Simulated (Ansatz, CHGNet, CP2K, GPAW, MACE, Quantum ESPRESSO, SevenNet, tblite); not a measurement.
# The unslipped end of a generalised stacking fault on (111) (glide set) of a Ge-Si solid solution (72 atoms) in CP2K

Aim: run the unslipped end of a generalised stacking fault on (111) (glide set) of a Ge-Si solid solution (72 atoms) in CP2K and see how near its forces come to a plane-wave reference, and at what cost.

Method: the method is named at each step, in CP2K 2026.2.

### Step 1. The starting structure

The cell holds 72 atoms: 51 Ge and 21 Si. Cell: a = 6.849 Å, b = 11.862 Å, c = 19.571 Å, α = 90.0°, β = 90.0°, γ = 90.0°. Diamond-structure Ge (a = 5.5919 Å), cell with z along [111], 1 x 3 x 2 periods; the third cell vector is tilted by 0.000 of 1/2[11-2] and lengthened by 0.2 Å, so the stacking has no slip (glide set); displaced by a Gaussian of 0.01 Å; 21 of 72 Ge sites given to Si at random (lattice constant by Vegard's rule between Ge and Si) Then every atom was moved at random, 0.03 Å r.m.s. a Cartesian component. The structure's axis is c.

The yardstick, on the same geometry:

```
method                 : Kohn-Sham DFT, PBE, SSSP efficiency 1.3.0 pseudopotentials, plane waves (Quantum ESPRESSO 7.5); sssp-pbe-1.3.0-efficiency, cutoffs 45/360 Ry, Γ point
r.m.s. force component : 0.6139 eV/Å
longest force          : 1.952 eV/Å
pressure               : 1.714 GPa
time                   : 4.1 min on 4 MPI ranks of Arm Neoverse V1, shared host
CPU time               : 16 min
```

### Step 2. PBE, DZVP-UZH, 350/50 Ry, diagonalisation

Method: Kohn-Sham DFT, PBE, GTH-PBE pseudopotentials, Gaussian and plane waves, DZVP-MOLOPT (UZH set), diagonalisation.

Input file input.inp:

```
&GLOBAL
  PROJECT cell
  RUN_TYPE ENERGY_FORCE
  PRINT_LEVEL LOW
&END GLOBAL
&FORCE_EVAL
  METHOD QS
  STRESS_TENSOR ANALYTICAL
  &DFT
    BASIS_SET_FILE_NAME BASIS_MOLOPT_UZH
    POTENTIAL_FILE_NAME POTENTIAL_UZH
    &MGRID
      CUTOFF 350
      REL_CUTOFF 50
    &END MGRID
    &QS
      EPS_DEFAULT 1.0E-12
    &END QS
    &SCF
      SCF_GUESS ATOMIC
      EPS_SCF 1.0E-06
      MAX_SCF 200
      ADDED_MOS 32
      &DIAGONALIZATION
        ALGORITHM STANDARD
      &END DIAGONALIZATION
      &SMEAR ON
        METHOD FERMI_DIRAC
        ELECTRONIC_TEMPERATURE [K] 580
      &END SMEAR
      &MIXING
        METHOD BROYDEN_MIXING
        ALPHA 0.15
        NBROYDEN 8
      &END MIXING
      &PRINT
        &RESTART OFF
        &END RESTART
      &END PRINT
    &END SCF
    &XC
      &XC_FUNCTIONAL PBE
      &END XC_FUNCTIONAL
    &END XC
    &PRINT
      &MULLIKEN ON
      &END MULLIKEN
      &HIRSHFELD ON
        SHAPE_FUNCTION DENSITY
      &END HIRSHFELD
      &MO ON
        EIGENVALUES T
        OCCUPATION_NUMBERS T
        MO_INDEX_RANGE 133 156
        &EACH
          QS_SCF 0
        &END EACH
        ADD_LAST NUMERIC
      &END MO
    &END PRINT
  &END DFT
  &SUBSYS
    &CELL
      A 6.84865 0.00000 0.00000
      B 0.00000 11.86221 0.00000
      C 0.00000 0.00000 19.57091
    &END CELL
    &TOPOLOGY
      COORD_FILE_NAME structure.xyz
      COORD_FILE_FORMAT XYZ
    &END TOPOLOGY
    &KIND Ge
      BASIS_SET DZVP-MOLOPT-PBE-GTH-q4
      POTENTIAL GTH-PBE-q4
    &END KIND
    &KIND Si
      BASIS_SET DZVP-MOLOPT-PBE-GTH-q4
      POTENTIAL GTH-PBE-q4
    &END KIND
  &END SUBSYS
  &PRINT
    &FORCES ON
    &END FORCES
    &STRESS_TENSOR ON
    &END STRESS_TENSOR
  &END PRINT
&END FORCE_EVAL
```

Input file structure.xyz:

```xyz
72

Ge 3.42686 2.01681 0.43761
Ge 3.41446 2.00922 2.85637
Ge 5.73835 1.93745 3.63373
Si 5.68287 1.94517 5.98459
Si 6.83173 11.85972 0.35071
Ge 0.00493 0.01222 2.75695
Si 2.27978 11.79566 3.61299
Ge 2.27341 0.05670 6.01277
Ge 4.51182 0.04591 6.89659
Si 4.53340 0.00391 9.31399
Si 3.45316 5.94143 0.33956
Si 3.42919 5.93858 2.81547
Ge 5.68280 5.96551 3.66798
Ge 5.64657 5.96717 6.04976
Si 6.79016 3.97633 0.41901
Ge 6.83906 3.98309 2.84541
Ge 2.25711 3.91607 3.64410
Si 2.30354 3.93363 6.06542
Ge 4.64654 3.96933 6.89738
Si 4.53860 3.96210 9.24862
Ge 1.06599 1.95311 6.87800
Ge 1.11886 1.97399 9.28131
Si 3.40823 2.05631 10.10564
Si 3.42857 2.00222 12.48057
Ge 5.71760 1.95430 13.30646
Si 5.71643 1.94623 15.74421
Ge 0.02116 0.05077 10.09585
Ge 6.84577 0.00546 12.50894
Si 2.27909 11.86138 13.35754
Ge 2.32977 0.02728 15.73638
Ge 4.54367 0.06750 16.51981
Si 4.55401 0.01103 18.95560
Ge 3.40563 9.86509 0.41980
Si 3.45097 9.81479 2.84835
Ge 5.74472 9.87956 3.65389
Ge 5.70273 9.85453 6.06600
Ge 0.06493 7.93594 0.41236
Ge 0.01062 7.89335 2.80666
Ge 2.25499 7.86915 3.66544
Ge 2.30258 7.96203 6.04526
Ge 4.52552 7.86014 6.87017
Ge 4.58360 7.86002 9.33161
Ge 1.15907 5.99397 6.87624
Ge 1.09469 5.88401 9.26291
Ge 3.44220 5.92304 10.02833
Ge 3.40412 5.93099 12.45962
Ge 5.71390 5.94261 13.32544
Ge 5.70130 5.93846 15.73188
Si 6.83687 3.95581 10.09859
Si 0.01514 4.01678 12.52284
Ge 2.26683 3.96945 13.31742
Ge 2.21629 3.94478 15.72875
Ge 4.59743 3.92924 16.54720
Ge 4.59442 3.94181 18.92292
Ge 1.16811 1.98194 16.47694
Ge 1.11386 1.96403 19.04289
[... 12 atom lines left out ...]
Si 1.16989 5.95768 16.51687
Si 1.16187 5.92043 18.98652
Ge 1.12626 9.83875 16.57519
Si 1.10332 9.91693 18.96617
```

Command:

```bash
> OMP_NUM_THREADS=2 cp2k.psmp -i input.inp > output.txt
```

Standard output:

```text
CP2K| version string:                                       CP2K version 2026.2
 CP2K| Input file name                                                 input.inp
 GLOBAL| Basis set file name                                    BASIS_MOLOPT_UZH
 GLOBAL| Potential file name                                       POTENTIAL_UZH
 GLOBAL| Run type                                                   ENERGY_FORCE
 GLOBAL| Total number of message passing processes                             1
 GLOBAL| Number of threads for this process                                    2
 TOTAL NUMBERS AND MAXIMUM NUMBERS
  Total number of            - Atomic kinds:                                   2
                             - Atoms:                                         72
                             - Shell sets:                                    72
                             - Shells:                                       360
                             - Primitive Cartesian functions:                288
                             - Cartesian basis functions:                   1008
                             - Spherical basis functions:                    936
  Maximum angular momentum of- Orbital basis functions:                        2
                             - Local part of the GTH pseudopotential:          0
                             - Non-local part of the GTH pseudopotential:      4
 SCF PARAMETERS         Density guess:                                    ATOMIC
                        max_scf:                                             200
                        eps_scf:                                        1.00E-06
                        added MOs                                        32    0
                        Mixing method:                            BROYDEN_MIXING
                                                charge density mixing in g-space
                        Smear method:                                FERMI_DIRAC
                        Electronic temperature [K]:                        580.0
                        Electronic temperature [a.u.]:                  1.84E-03
                        Accuracy threshold:                             1.00E-10
 Extrapolation method: initial_guess
 Number of electrons:                                                        288
 Number of occupied orbitals:                                                144
 Number of molecular orbitals:                                               176
 Number of orbital functions:                                                936
 Number of independent orbital functions:                                    936
 SCF WAVEFUNCTION OPTIMIZATION
  Step     Update method      Time    Convergence         Total energy    Change
     1 NoMix/Diag. 0.15E+00    4.0     0.62387437      -286.7529386577 -2.87E+02
     2 Broy./Diag. 0.15E+00    5.3     0.01869825      -282.3551350420  4.40E+00
     3 Broy./Diag. 0.15E+00    5.3     0.08791538      -281.6908913656  6.64E-01
     4 Broy./Diag. 0.15E+00    5.3     0.00768951      -282.7971065335 -1.11E+00
[...]
16 Broy./Diag. 0.15E+00    5.6     0.00000116      -282.6148963640 -1.18E-05
    17 Broy./Diag. 0.15E+00    6.1     0.00000028      -282.6148939750  2.39E-06
  *** SCF run converged in    17 steps ***
  Electronic density on regular grids:       -288.0000000000        0.0000000000
  Core density on regular grids:              287.9999999991       -0.0000000009
  Total charge density on r-space grids:       -0.0000000009
  Total charge density g-space grids:          -0.0000000009
  Overlap energy of the core charge distribution:               6.71936e-07
  Self energy of the core charge distribution:               -641.353328
  Core Hamiltonian energy:                                    146.310739
  Hartree energy:                                             297.592982
  Exchange-correlation energy:                                -85.162447
  Electronic entropic energy:                                  -0.00284003
  Fermi energy:                                                 0.184849
  Total energy:                                              -282.614894
  Total energy (extrapolated to T->0):                       -282.613474
 MO| EIGENVALUES AND OCCUPATION NUMBERS
 MO|
 MO|  Index      Eigenvalue [a.u.]        Eigenvalue [eV]             Occupation
 MO|    133               0.132535               3.606454               2.000000
 MO|    134               0.136619               3.717596               2.000000
 MO|    135               0.137892               3.752222               2.000000
[...]
MO|    155               0.223902               6.092694               0.000000
 MO|    156               0.224575               6.110987               0.000000
 MO| Sum:                                                             288.000000
 MO| E(Fermi):            0.184849 a.u.          5.029988 eV
 !-----------------------------------------------------------------------------!
                     Mulliken Population Analysis
 #  Atom  Element  Kind  Atomic population                           Net charge
       1     Ge       1          4.074329                             -0.074329
       2     Ge       1          4.038293                             -0.038293
       3     Ge       1          4.061365                             -0.061365
[...]
71     Ge       1          4.027571                             -0.027571
      72     Si       2          3.870453                              0.129547
 # Total charge                            288.000000                  0.000000
 !-----------------------------------------------------------------------------!
 !-----------------------------------------------------------------------------!
                           Hirshfeld Charges
  #Atom  Element  Kind  Ref Charge     Population                    Net charge
      1       Ge     1       4.000          4.006                        -0.006
      2       Ge     1       4.000          3.993                         0.007
      3       Ge     1       4.000          3.995                         0.005
[...]
71       Ge     1       4.000          3.986                         0.014
     72       Si     2       4.000          4.007                        -0.007
  Total Charge                                                           -0.000
 !-----------------------------------------------------------------------------!
 ENERGY| Total FORCE_EVAL ( QS ) energy [hartree]           -282.614877
 FORCES| Atomic forces [hartree/bohr]
 FORCES|   Atom     x               y               z               |f|
 FORCES|      1 -7.55107823E-04 -1.08144901E-02 -2.57005412E-02   2.78933899E-02
 FORCES|      2  7.61458997E-03 -2.64926922E-02 -2.73211167E-03   2.77003458E-02
 FORCES|      3 -1.23369753E-02  1.09377580E-02  1.33944163E-03   1.65417536E-02
[...]
FORCES|     71  6.68477662E-03  1.11051055E-02  8.41148870E-03   1.54519496E-02
 FORCES|     72  9.87005406E-03  3.35525836E-03  2.77982423E-02   2.96886847E-02
 FORCES| Sum    -1.96057204E-07 -4.25342810E-07  3.52399347E-07
 FORCES| Total atomic force                                       5.86123053E-07
 STRESS| Analytical stress tensor [bar]
 STRESS|                        x                   y                   z
 STRESS|      x       -3.56117882428E+04  -1.33663417825E+03  -7.86735295986E+03
 STRESS|      y       -1.33663417825E+03   8.84463473963E+04   5.38012004826E+02
 STRESS|      z       -7.86735295986E+03   5.38012004826E+02   1.52583825568E+04
 STRESS| 1/3 Trace                                             2.26976472368E+04
```

Run time: 1.9 min. Hardware: 2 threads of Arm Neoverse V1, shared host; peak memory 1.9 GiB; 3.5 min of CPU time.

Banners and routine set-up lines are dropped from the logs; longer cuts are marked.

Against the reference:

| Item | Value |
| --- | --- |
| r.m.s. force component | 0.6264 eV/Å |
| r.m.s. difference of force components | 23.07 meV/Å |
| longest difference of force vectors | 99.14 meV/Å |
| force difference over r.m.s. force | 3.757 % |
| slope of forces against the reference's | 1.02 |
| correlation of force components | 0.9995 |
| pressure | 2.27 GPa |
| pressure difference | 0.5558 GPa |

Length of the force difference by element (eV/Å):

| element | atoms | mean | most |
| --- | --- | --- | --- |
| Ge | 51 | 0.016 | 0.052 |
| Si | 21 | 0.062 | 0.099 |

The surroundings of Ge9, picked at random, nearest first, numbered as they follow in the input and with coordinates relative to it.

| atom | x | y | z | distance (Å) | bonds | Hirshfeld charge (e) | Fx | Fy | Fz (eV/Å) |
| --- | --- | --- | --- | --- | --- | --- | --- | --- | --- |
| Ge9 | 0.00 | 0.00 | 0.00 | 0.00 | 4 | 0.00 | 0.28 | -0.37 | 0.16 |
| Ge8 | -2.24 | 0.01 | -0.88 | 2.41 | 4 | 0.00 | 0.08 | -0.48 | -0.39 |
| Si4 | 1.17 | 1.90 | -0.91 | 2.41 | 4 | 0.00 | 0.39 | 0.34 | 0.70 |
| Si10 | 0.02 | -0.04 | 2.42 | 2.42 | 4 | 0.00 | 0.37 | 0.88 | 0.07 |
| Ge36 | 1.19 | -2.05 | -0.83 | 2.52 | 4 | 0.00 | -0.07 | 0.40 | 0.13 |
| Ge21 | 3.40 | 1.91 | -0.02 | 3.90 | 4 | 0.00 | -0.22 | 0.87 | -0.53 |
| Ge57 | -3.38 | -1.99 | -0.04 | 3.92 | 4 | 0.00 | -0.16 | 0.29 | 0.26 |
| Ge19 | 0.13 | 3.92 | 0.00 | 3.93 | 4 | 0.00 | -1.18 | -0.91 | -0.57 |
| Ge59 | -1.10 | -2.03 | 3.19 | 3.94 | 4 | 0.00 | -0.20 | 0.09 | 0.18 |

Forces lie 3.8 % from the reference's, at 0.22 times its CPU time (on 2 against 4 cores).

The difference per atom is largest on Si (0.062 eV/Å on average, against 0.016 on Ge).

### Step 3. PBE, TZVP-MOLOPT (SR for Ge), 350/50 Ry, diagonalisation

Method: Kohn-Sham DFT, PBE, GTH-PBE pseudopotentials, Gaussian and plane waves, TZVP-MOLOPT-GTH, diagonalisation.

Changes to input.inp since step 2:

```diff
@@ -9,4 +9,5 @@
   &DFT
-    BASIS_SET_FILE_NAME BASIS_MOLOPT_UZH
-    POTENTIAL_FILE_NAME POTENTIAL_UZH
+    BASIS_SET_FILE_NAME BASIS_MOLOPT
+    BASIS_SET_FILE_NAME BASIS_MOLOPT_UCL
+    POTENTIAL_FILE_NAME GTH_POTENTIALS
     &MGRID
@@ -72,3 +73,3 @@
     &KIND Ge
-      BASIS_SET DZVP-MOLOPT-PBE-GTH-q4
+      BASIS_SET TZVP-MOLOPT-SR-GTH-q4
       POTENTIAL GTH-PBE-q4
@@ -76,3 +77,3 @@
     &KIND Si
-      BASIS_SET DZVP-MOLOPT-PBE-GTH-q4
+      BASIS_SET TZVP-MOLOPT-GTH-q4
       POTENTIAL GTH-PBE-q4
```

structure.xyz is that of step 2.

Command:

```bash
> OMP_NUM_THREADS=1 mpirun -np 4 cp2k.psmp -i input.inp > output.txt
```

Standard output:

```text
CP2K| version string:                                       CP2K version 2026.2
 CP2K| Input file name                                                 input.inp
 GLOBAL| Basis set file name                                        BASIS_MOLOPT
 GLOBAL| Potential file name                                      GTH_POTENTIALS
[... lines left out ...]
 Number of electrons:                                                        288
[... lines left out ...]
  Step     Update method      Time    Convergence         Total energy    Change
[... lines left out ...]
  *** SCF run converged in    17 steps ***
[... lines left out ...]
  Fermi energy:                                                 0.182786
  Total energy:                                              -282.737958
  Total energy (extrapolated to T->0):                       -282.736545
[... lines left out ...]
 MO| E(Fermi):            0.182786 a.u.          4.973862 eV
[... lines left out ...]
 ENERGY| Total FORCE_EVAL ( QS ) energy [hartree]           -282.737942
[... lines left out ...]
 FORCES|      1 -7.25648918E-04 -1.07694738E-02 -2.56411600E-02   2.78204461E-02
 FORCES|      2  7.46337757E-03 -2.65726328E-02 -2.40011060E-03   2.77050058E-02
 FORCES|      3 -1.24287473E-02  1.09484641E-02  1.53554614E-03   1.66343178E-02
[...]
FORCES|     71  6.52334215E-03  1.09693352E-02  8.47727491E-03   1.53213739E-02
 FORCES|     72  9.94371287E-03  3.29109337E-03  2.78079581E-02   2.97151687E-02
 FORCES| Sum     3.24759613E-07 -1.48071880E-06  5.32364072E-07
 FORCES| Total atomic force                                       1.60667622E-06
 STRESS| Analytical stress tensor [bar]
 STRESS|                        x                   y                   z
 STRESS|      x       -3.70262039117E+04  -1.32844940495E+03  -7.95164784593E+03
 STRESS|      y       -1.32844940495E+03   8.57530059910E+04   5.50888120023E+02
 STRESS|      z       -7.95164784593E+03   5.50888120023E+02   1.35456441395E+04
 STRESS| 1/3 Trace                                             2.07574820729E+04
```

The job ended after 53 s (4 MPI ranks; peak memory 3.5 GiB; 3.6 min of CPU time).

Numbers from this run, and their distance from the reference:

| Quantity | Value |
| --- | --- |
| r.m.s. force component | 0.6264 eV/Å |
| r.m.s. difference of force components | 23.81 meV/Å |
| longest difference of force vectors | 89.53 meV/Å |
| force difference over r.m.s. force | 3.878 % |
| slope of forces against the reference's | 1.02 |
| correlation of force components | 0.9995 |
| pressure | 2.076 GPa |
| pressure difference | 0.3617 GPa |

Against the first run (3.8 %), the force difference from the reference is 3.9 %, at 1.0 times the CPU time (on 4 against 2 cores), with 1224 basis functions against 936: size alone doesn't set the difference here.

[end of part 1 of 2]

[Long decimals in the printed logs are rounded to 6 places.]

[Also dropped from logs without a mark: lines with file paths, logging warnings of Python, QE's lines on negative density and diagonalisation, SIESTA's first energy breakdown, zero terms and Voronoi charges.]

[Logs are printed without paths, hosts, clocks, repeated set-up lines and the standing remarks that a program may print on its own settings, such as how far it seeks lower states.]

[Hosts, paths, dates, database ids (printed as entryN), source tags and the programs' standing remarks are cut or masked in the printed files.]

[Most failed runs of this program on this cell are left out, timed-out ones always.]
